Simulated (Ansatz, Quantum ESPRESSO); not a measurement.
# CdSi3 (Pm-3m): zone-centre phonons, part 2 of 3

Which modes does CdSi3 (Pm-3m) have at the zone centre?

Quantum ESPRESSO 7.5; DFT PBEsol, scalar-relativistic, plane waves, GBRV ultrasoft pseudopotentials.

So far. Step 2 (A first look): No gap opens on this mesh, so smearing is kept; the start stands at 3.2 GPa. Step 4 (Ground state): The cell stands at -0.082 GPa, close enough for phonons. The relaxed cell has a = 4.069 Å (conventional setting).

The structure was built from a prototype and need not be the compound's stable phase.

### Step 5. Linear response at Γ

At q = 0 one unit cell holds all displacements; symmetry groups them into irreducible representations that are solved one by one. With smeared occupations no response to a homogeneous field can be asked.

Input file ph.in:

```
phonons
&INPUTPH
  prefix       = 'x'
  outdir       = './tmp'
  fildyn       = 'g.dyn'
  tr2_ph       = 1.0d-18
  alpha_mix(1) = 0.4
  nmix_ph      = 8
/
0.000000000000 0.000000000000 0.000000000000
```

Run with:

```bash
$ OMP_NUM_THREADS=1 mpirun -n 4 ph.x -nk 4 -in ph.in > ph.out
```

The log of the run:

```text
[banners, grids, parts of the stress and lines that vanish by symmetry left out]
[banner, memory and clock lines left out]
Program PHONON v.7.5

     ./tmp/x.save/

     IMPORTANT: XC functional enforced from input :
     Exchange-correlation= PBESOL
                           (   1   4  10   8   0   0   0)
     Any further DFT definition will be discarded
     Please, verify this is what you really want

     G-vector sticks info

     negative rho (up, down):  1.994E-02 0.000E+00
     Reading collected, re-writing distributed wavefunctions in ./tmp/

     Number and degeneracy of irreps per q-point
       N         xq(1)         xq(2)         xq(3)   N irreps
       1   0.000000000   0.000000000   0.000000000       4
        3   3   3   3

     Calculation of q =    0.0000000   0.0000000   0.0000000

     phonons

     bravais-lattice index     =            1
     lattice parameter (alat)  =       7.6899  a.u.
     unit-cell volume          =     454.7359 (a.u.)^3
     number of atoms/cell      =            4
     number of atomic types    =            2
     kinetic-energy cut-off    =      40.0000  Ry
     charge density cut-off    =     240.0000  Ry
     convergence threshold     =      1.0E-18
     beta                      =       0.4000
     number of iterations used =            8
     Exchange-correlation= PBESOL
                           (   1   4  10   8   0   0   0)

     celldm(1)=    7.68988  celldm(2)=    0.00000  celldm(3)=    0.00000
     celldm(4)=    0.00000  celldm(5)=    0.00000  celldm(6)=    0.00000

     crystal axes: (cart. coord. in units of alat)
               a(1) = (  1.0000  0.0000  0.0000 )
               a(2) = (  0.0000  1.0000  0.0000 )
               a(3) = (  0.0000  0.0000  1.0000 )

     reciprocal axes: (cart. coord. in units 2 pi/alat)
               b(1) = (  1.0000  0.0000  0.0000 )
               b(2) = (  0.0000  1.0000  0.0000 )
               b(3) = (  0.0000  0.0000  1.0000 )

     Atoms inside the unit cell:

     Cartesian axes

     site n.  atom      mass           positions (alat units)
        1  Cd    112.4140   tau(    1) = (    0.00000    0.00000    0.00000  )
        2  Si     28.0850   tau(    2) = (    0.00000    0.50000    0.50000  )
        3  Si     28.0850   tau(    3) = (    0.50000    0.00000    0.50000  )
        4  Si     28.0850   tau(    4) = (    0.50000    0.50000    0.00000  )

     Computing dynamical matrix for
                    q = (   0.0000000   0.0000000   0.0000000 )

     49 Sym.Ops. (with q -> -q+G )

     G cutoff =  359.4935  (  28425 G-vectors)     FFT grid: ( 40, 40, 40)
     G cutoff =  239.6623  (  15515 G-vectors)  smooth grid: ( 32, 32, 32)

     number of k points=    35  Marzari-Vanderbilt smearing, width (Ry)=  0.0200
                       cart. coord. in units 2pi/alat
        k(    1) = (   0.0000000   0.0000000   0.0000000), wk =   0.0039062
        k(    2) = (   0.0000000   0.0000000   0.1250000), wk =   0.0234375
        k(    3) = (   0.0000000   0.0000000   0.2500000), wk =   0.0234375
        [... further k-points left out ...]

     PseudoPot. # 1 for Cd read from file:
     ./pseudo/Cd.upf
     Pseudo is Ultrasoft + core correction, Zval = 12.0
     Using radial grid of  889 points,  6 beta functions with:
                l(1) =   0
                l(2) =   0
                l(3) =   1
                l(4) =   1
                l(5) =   2
                l(6) =   2
     Q(r) pseudized with  6 coefficients,  rinner =    1.000   1.000   1.000
                                                       1.000   1.000

     PseudoPot. # 2 for Si read from file:
     ./pseudo/Si.upf
     Pseudo is Ultrasoft + core correction, Zval =  4.0
     Using radial grid of  899 points,  6 beta functions with:
                l(1) =   0
                l(2) =   0
                l(3) =   1
                l(4) =   1
                l(5) =   2
                l(6) =   2
     Q(r) pseudized with  8 coefficients,  rinner =    0.900   0.900   0.900
                                                       0.900   0.900

     Mode symmetry, O_h (m-3m)  point group:

     Atomic displacements:
     There are    4 irreducible representations

     Representation     1      3 modes -  To be done

     Representation     2      3 modes -  To be done

     Representation     3      3 modes -  To be done

     Representation     4      3 modes -  To be done

     Alpha used in Ewald sum =   2.3000

     negative rho (up, down):  1.994E-02 0.000E+00

     Representation #   1 modes #   1   2   3

     Self-consistent Calculation
      iter #   1   av.it.:   4.6
      thresh= 1.000E-02 alpha_mix =  0.400 |ddv_scf|^2 =  1.481E-07
      iter #   2   av.it.:  11.2
      thresh= 3.849E-05 alpha_mix =  0.400 |ddv_scf|^2 =  1.596E-09
      iter #   3   av.it.:  11.3
      thresh= 3.995E-06 alpha_mix =  0.400 |ddv_scf|^2 =  4.301E-10
      iter #   4   av.it.:  11.8
      thresh= 2.074E-06 alpha_mix =  0.400 |ddv_scf|^2 =  3.468E-12
      iter #   5   av.it.:  12.1
      thresh= 1.862E-07 alpha_mix =  0.400 |ddv_scf|^2 =  1.779E-13
      iter #   6   av.it.:  12.4
      thresh= 4.218E-08 alpha_mix =  0.400 |ddv_scf|^2 =  7.756E-15
      iter #   7   av.it.:  11.9
      thresh= 8.807E-09 alpha_mix =  0.400 |ddv_scf|^2 =  5.291E-16
      iter #   8   av.it.:  12.7
      thresh= 2.300E-09 alpha_mix =  0.400 |ddv_scf|^2 =  7.617E-18
      iter #   9   av.it.:  12.5
      thresh= 2.760E-10 alpha_mix =  0.400 |ddv_scf|^2 =  1.082E-19

     End of self-consistent calculation

     Convergence has been achieved

     Representation #   2 modes #   4   5   6

     Self-consistent Calculation
      iter #   1   av.it.:   3.6
      thresh= 1.000E-02 alpha_mix =  0.400 |ddv_scf|^2 =  3.681E-08
      iter #   2   av.it.:  10.9
      thresh= 1.919E-05 alpha_mix =  0.400 |ddv_scf|^2 =  1.271E-09
      iter #   3   av.it.:  11.0
      thresh= 3.566E-06 alpha_mix =  0.400 |ddv_scf|^2 =  3.747E-10
      iter #   4   av.it.:  11.2
      thresh= 1.936E-06 alpha_mix =  0.400 |ddv_scf|^2 =  1.347E-11
      iter #   5   av.it.:  11.7
      thresh= 3.670E-07 alpha_mix =  0.400 |ddv_scf|^2 =  1.119E-13
[...]
End of self-consistent calculation

     Convergence has been achieved

     Representation #   3 modes #   7   8   9

     Self-consistent Calculation
[...]
End of self-consistent calculation

     Convergence has been achieved

     Representation #   4 modes #  10  11  12

     Self-consistent Calculation
[...]
iter #   2   av.it.:  11.5
      thresh= 7.780E-06 alpha_mix =  0.400 |ddv_scf|^2 =  1.375E-09
      iter #   3   av.it.:  11.5
      thresh= 3.708E-06 alpha_mix =  0.400 |ddv_scf|^2 =  9.962E-11
      iter #   4   av.it.:  11.2
      thresh= 9.981E-07 alpha_mix =  0.400 |ddv_scf|^2 =  2.666E-13
      iter #   5   av.it.:  12.4
      thresh= 5.163E-08 alpha_mix =  0.400 |ddv_scf|^2 =  4.538E-14
      iter #   6   av.it.:  11.8
      thresh= 2.130E-08 alpha_mix =  0.400 |ddv_scf|^2 =  5.684E-17
      iter #   7   av.it.:  12.1
      thresh= 7.539E-10 alpha_mix =  0.400 |ddv_scf|^2 =  7.952E-18
      iter #   8   av.it.:  12.4
      thresh= 2.820E-10 alpha_mix =  0.400 |ddv_scf|^2 =  4.795E-20

     End of self-consistent calculation

     Convergence has been achieved

     Number of q in the star =    1
     List of q in the star:
          1   0.000000000   0.000000000   0.000000000

     Diagonalizing the dynamical matrix

     q = (    0.000000000   0.000000000   0.000000000 )

 **************************************************************************
     freq (    1) =      -5.166449 [THz] =    -172.334174 [cm-1]
     freq (    2) =      -5.166449 [THz] =    -172.334174 [cm-1]
     freq (    3) =      -5.166449 [THz] =    -172.334174 [cm-1]
     freq (    4) =      -2.514601 [THz] =     -83.878065 [cm-1]
     freq (    5) =      -2.514601 [THz] =     -83.878065 [cm-1]
     freq (    6) =      -2.514601 [THz] =     -83.878065 [cm-1]
     freq (    7) =      -0.328253 [THz] =     -10.949349 [cm-1]
     freq (    8) =      -0.328253 [THz] =     -10.949349 [cm-1]
     freq (    9) =      -0.328253 [THz] =     -10.949349 [cm-1]
     freq (   10) =       6.279023 [THz] =     209.445655 [cm-1]
     freq (   11) =       6.279023 [THz] =     209.445655 [cm-1]
     freq (   12) =       6.279023 [THz] =     209.445655 [cm-1]
 **************************************************************************

     Mode symmetry, O_h (m-3m)  point group:

     freq (   1-   3) =       -172.3  [cm-1]   --> T_1u G_15  G_4- I
     freq (   4-   6) =        -83.9  [cm-1]   --> T_2u G_25  G_5-
     freq (   7-   9) =        -10.9  [cm-1]   --> T_1u G_15  G_4- I
     freq (  10-  12) =        209.4  [cm-1]   --> T_1u G_15  G_4- I
```

Wall time 2.6 min (4 MPI ranks of Arm Neoverse V1, shared host); 10 min of CPU time.

Read from the output:

| Property | Result |
| --- | --- |
| largest acoustic frequency at the zone centre before the sum rule | -10.95 cm⁻¹ |
| highest optical zone-centre mode (no LO-TO term) | 209.4 cm⁻¹ |
| lowest optical zone-centre mode | -172.3 cm⁻¹ |

The acoustic modes at Γ come out as far as 10.9 cm⁻¹ from zero, where they should vanish, a sizeable error of basis and grid or of the response kernel of this functional. The lowest optical mode is imaginary, 172i cm⁻¹, an instability at this level and on this k mesh.

### Step 6. Zone-centre analysis

A rigid shift of the crystal must cost nothing, but grids and finite bases break this; the acoustic sum rule is imposed before the matrix is diagonalised again.

Input file dynmat.in:

```
&INPUT
  fildyn = 'g.dyn'
  asr    = 'simple'
  fileig = 'dynmat.eig'
/
```

Run with:

```bash
$ dynmat.x -in dynmat.in > dynmat.out
```

The log of the run:

```text
[banner, memory and clock lines left out]
Program DYNMAT v.7.5

     Reading Dynamical Matrix from file g.dyn
     ...Force constants read
     ...epsilon and Z* not read (not found on file)
     A direction for q was not specified:TO-LO splitting will be absent

     Polarizability (A^3 units)
     multiply by 1.000000 for Clausius-Mossotti correction
         0.000000    0.000000    0.000000
         0.000000    0.000000    0.000000
         0.000000    0.000000    0.000000

     IR activities are in (D/A)^2/amu units

# mode   [cm-1]    [THz]      IR
    1   -171.62   -5.1452    0.0000
    2   -171.62   -5.1452    0.0000
    3   -171.62   -5.1452    0.0000
    4    -82.21   -2.4647    0.0000
    5    -82.21   -2.4647    0.0000
    6    -82.21   -2.4647    0.0000
    7     -0.00   -0.0000    0.0000
    8     -0.00   -0.0000    0.0000
    9     -0.00   -0.0000    0.0000
   10    209.90    6.2927    0.0000
   11    209.90    6.2927    0.0000
   12    209.90    6.2927    0.0000

[end of the log left out, with the tail of the file of modes that dynmat.x writes under the same name]
```

It took 0.46 s on 1 thread.

This step gave:

```
highest optical zone-centre mode (no LO-TO term) : 209.9 cm⁻¹
lowest optical zone-centre mode                  : -171.6 cm⁻¹
```

Unit eigenvectors of the mass-weighted matrix after the sum rule; no LO-TO term. The modes at Γ (shares of kinetic energy by element, %) (negative means imaginary):

```csv
mode,frequency (cm⁻¹),Cd %,Si %
1,-171.6,12,88
2,-171.6,12,88
3,-171.6,12,88
4,-82.2,0,100
5,-82.2,0,100
6,-82.2,0,100
7,0.0,57,43
8,0.0,57,43
9,0.0,57,43
10,209.9,31,69
11,209.9,31,69
12,209.9,31,69
```

Displacements in mode 1 (-171.6 cm⁻¹), the largest set to 1:
```
Cd1  0.00  0.00 -0.19
Si2  0.00  0.00 -0.13
Si3  0.00  0.00 -0.13
Si4  0.00  0.00  1.00
```

Displacements in mode 10 (209.9 cm⁻¹), the largest set to 1:
```
Cd1  0.10 -0.47  0.00
Si2  0.02  1.00  0.00
Si3 -0.20 -0.10  0.00
Si4 -0.20  1.00  0.00
```

The rule also moves an optical mode by 1.7 cm⁻¹.

### Step 7. Sum rules set otherwise (asr crystal)

The rule can be imposed in more than one way; the choices should agree where the raw error is small.

Input file dynmat.in:

```
&INPUT
  fildyn = 'g.dyn'
  asr    = 'crystal'
  fileig = 'dynmat.eig'
/
```

Run with:

```bash
$ dynmat.x -in dynmat.in > dynmat.out
```

The log of the run:

```text
[banner, memory and clock lines left out]
Program DYNMAT v.7.5

     Reading Dynamical Matrix from file g.dyn
     ...Force constants read
     ...epsilon and Z* not read (not found on file)
     Acoustic Sum Rule: || Z*(ASR) - Z*(orig)|| =    0.000000E+00
     Acoustic Sum Rule: ||dyn(ASR) - dyn(orig)||=    9.801626E-04
     A direction for q was not specified:TO-LO splitting will be absent

     Polarizability (A^3 units)
     multiply by 1.000000 for Clausius-Mossotti correction
         0.000000    0.000000    0.000000
         0.000000    0.000000    0.000000
         0.000000    0.000000    0.000000

     IR activities are in (D/A)^2/amu units

# mode   [cm-1]    [THz]      IR
    1   -172.23   -5.1634    0.0000
    2   -172.23   -5.1634    0.0000
    3   -172.23   -5.1634    0.0000
    4    -83.88   -2.5146    0.0000
    5    -83.88   -2.5146    0.0000
    6    -83.88   -2.5146    0.0000
    7     -0.00   -0.0000    0.0000
    8      0.00    0.0000    0.0000
    9      0.00    0.0000    0.0000
   10    209.66    6.2855    0.0000
   11    209.66    6.2855    0.0000
   12    209.66    6.2855    0.0000

   )
[end of the log left out, with the tail of the file of modes that dynmat.x writes under the same name]
```

Run time: 0.46 s. Hardware: 1 thread.

This step gave:

```
highest optical zone-centre mode (no LO-TO term) : 209.7 cm⁻¹
lowest optical zone-centre mode                  : -172.2 cm⁻¹
```

Zone-centre frequencies as printed; negative means imaginary. Modes:

```csv
mode,frequency (cm⁻¹)
1,-172.2
2,-172.2
3,-172.2
4,-83.88
5,-83.88
6,-83.88
7,0
8,0
9,0
10,209.7
11,209.7
12,209.7
```

Against the first rule no mode moves by more than 1.7 cm⁻¹.

### Step 8. Sum rules set otherwise: a sum rule for molecules or wires on a crystal

This rule also removes rotations, which suits molecules and not a crystal; it is tried to see the harm.

Input file dynmat.in:

```
&INPUT
  fildyn = 'g.dyn'
  asr    = 'zero-dim'
  fileig = 'dynmat.eig'
/
```

Run with:

```bash
$ dynmat.x -in dynmat.in > dynmat.out
```

The log of the run:

```text
[banner, memory and clock lines left out]
Program DYNMAT v.7.5

     Reading Dynamical Matrix from file g.dyn
     ...Force constants read
     ...epsilon and Z* not read (not found on file)
     Acoustic Sum Rule: || Z*(ASR) - Z*(orig)|| =    0.000000E+00
     Acoustic Sum Rule: ||dyn(ASR) - dyn(orig)||=    1.756415E-01
     A direction for q was not specified:TO-LO splitting will be absent

     Polarizability (A^3 units)
     multiply by 1.000000 for Clausius-Mossotti correction
         0.000000    0.000000    0.000000
         0.000000    0.000000    0.000000
         0.000000    0.000000    0.000000

     IR activities are in (D/A)^2/amu units

# mode   [cm-1]    [THz]      IR
    1   -172.23   -5.1634    0.0000
    2   -124.34   -3.7275    0.0000
    3   -124.34   -3.7275    0.0000
    4     -0.00   -0.0000    0.0000
    5     -0.00   -0.0000    0.0000
    6      0.00    0.0000    0.0000
    7      0.00    0.0000    0.0000
    8      0.00    0.0000    0.0000
    9      0.00    0.0000    0.0000
   10    209.66    6.2855    0.0000
   11    221.52    6.6409    0.0000
   12    221.52    6.6409    0.0000

   )
[end of the log left out, with the tail of the file of modes that dynmat.x writes under the same name]
```

Run time: 0.46 s. Hardware: 1 thread.

The run ended normally, but on settings that are not sound.

The fault: a sum rule for molecules or wires on a crystal; 3 optical modes are projected out to zero frequency, as if they were rotations.

For a crystal the rule has to be 'simple' or 'crystal'.

Zone-centre frequencies as printed; negative means imaginary. Modes:

```csv
mode,frequency (cm⁻¹)
1,-172.2
2,-124.3
3,-124.3
4,0
5,0
6,0
7,0
8,0
9,0
10,209.7
11,221.5
12,221.5
```

[end of part 2 of 3]

[Host names and launcher messages were left out of these logs when they were recorded.]

[Logs are printed without paths, hosts, clocks, repeated set-up lines and the standing remarks that a program may print on its own settings, such as how far it seeks lower states.]

[Hosts, paths, dates, database ids (printed as entryN), source tags and the programs' standing remarks are cut or masked in the printed files.]
